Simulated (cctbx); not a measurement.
# Diagnosing a refinement

Cell a = 4.4170 Å, b = 4.4170 Å, c = 10.6960 Å, α = 90.00°, β = 90.00°, γ = 90.00°; space group P4mm (no. 99). The compound is SrMgTiAl6Sn.

The data are simulated with cctbx, not measured: synchrotron X-rays, λ = 0.4959 Å, to d = 0.77 Å, 50 % of the full sphere, strongest reflection 40000 counts, noise from counting, a 1.5 % proportional error and a noise floor of 8 counts (s.d.); no absorption.

An anisotropic refinement with weights 1/σ² prints:

```text
Rint 0.016, 328 unique reflections to 0.77 A
cycle     R1     wR2    GooF  max shift (A)
   1  0.1204  0.2523  12.791   0.09708
   5  0.0735  0.1865   9.453   0.00019
final R1 0.0735 wR2 0.1865 GooF 9.453  parameters 23  data/parameter 14.3
atom        x        y        z      Ueq    occ   su(xyz)  su(Uiso or U11)
Sn1    0.50000  0.50000  0.11540   0.0202  1.000  0.00024  0.0013
Sr1    0.00000  0.00000  0.99324   0.0111  1.000  0.00042  0.0009
Ti1    0.00000  0.00000  0.37850   0.0213  1.000  0.00103  0.0036
Al1    0.50000  0.50000  0.87231   0.0056  1.000  0.00128  0.0038
Al2    0.00000  0.00000  0.60757  -0.0020  1.000  0.00128  0.0028  NPD
Al3    0.00000  0.50000  0.74868   0.0163  1.000  0.00116  0.0048
Al4    0.50000  0.00000  0.24833   0.0198  1.000  0.00121  0.0051
difference map: max 14.37 min -5.02 rms 0.63
Q1    0.5000  0.5000  0.4940    1   14.57  3.35 A from Al2
Q2    0.5000  0.5000  0.7329    1    7.42  1.49 A from Al1
Q3    0.0000  0.0000  0.6073    1    4.11  0.00 A from Al2
Q4    0.0000  0.0000  0.9976    1    3.74  0.05 A from Sr1
Q5    0.5000  0.5000  0.1079    1    3.37  0.08 A from Sn1
Q6    0.5000  0.5000  0.2643    1    3.22  1.59 A from Sn1
```

**Question.** Can this result stand? If not, what is the likely fault?

Mend it. The fault: an atom left out, Mg at (1/2, 1/2, 0.5047). Against the right model at the same level, R1 goes from 0.0085 to 0.0735 and GooF from 0.94 to 9.45, U of Al2 shrinks from 0.0217 to -0.0020 Å², U of Al1 shrinks from 0.0190 to 0.0056 Å², U of Sr1 shrinks from 0.0166 to 0.0111 Å², the top difference peak, 14.6 e/Å³, lies 3.35 Å from Al2 and Al2 goes non-positive-definite. Q1 is the missing atom. With scattering power missing, scale and phases suffer, so peaks may also grow on the heavy atoms.

The compound is SrMgTiAl6Sn. The right model at the same level gives:

```text
Rint 0.016, 328 unique reflections to 0.77 A
cycle     R1     wR2    GooF  max shift (A)
   1  0.0106  0.0226   1.152   0.00312
   2  0.0085  0.0185   0.945   0.00012
final R1 0.0085 wR2 0.0185 GooF 0.945  parameters 26  data/parameter 12.6
atom        x        y        z      Ueq    occ   su(xyz)  su(Uiso or U11)
Sn1    0.50000  0.50000  0.11470   0.0182  1.000  0.00009  0.0003
Sr1    0.00000  0.00000  0.99132   0.0166  1.000  0.00008  0.0003
Ti1    0.00000  0.00000  0.38015   0.0173  1.000  0.00009  0.0003
Al1    0.50000  0.50000  0.87893   0.0190  1.000  0.00030  0.0005
Al2    0.00000  0.00000  0.61666   0.0217  1.000  0.00093  0.0011
Al3    0.00000  0.50000  0.75177   0.0188  1.000  0.00016  0.0005
Al4    0.50000  0.00000  0.25150   0.0208  1.000  0.00015  0.0005
Mg1    0.50000  0.50000  0.50462   0.0148  1.000  0.00068  0.0013
Flack x: 0.044(12)
Hooft y: 0.029(12)  Bijvoet pairs: 149
difference map: max 0.20 min -0.29 rms 0.05
Q1    0.0000  0.0000  0.5299    1    0.21  0.93 A from Al2
Q2    0.2799  0.2799  0.9196    4    0.18  1.44 A from Al1
Q3    0.2109  0.2109  0.6120    4    0.17  1.32 A from Al2
Q4    0.0000  0.0000  0.0157    1    0.17  0.26 A from Sr1
Q5    0.0000  0.0000  0.1531    1    0.17  1.73 A from Sr1
Q6    0.2937  0.2937  0.7975    4    0.17  1.56 A from Al1
```

The model was made for the exercise: a known structure type with other elements put in, its volume estimated, not relaxed; displacement parameters are assumed.

[Middle refinement cycles are left out of these outputs.]

[Logs are printed without paths, hosts, clocks, repeated set-up lines and the standing remarks that a program may print on its own settings, such as how far it seeks lower states.]
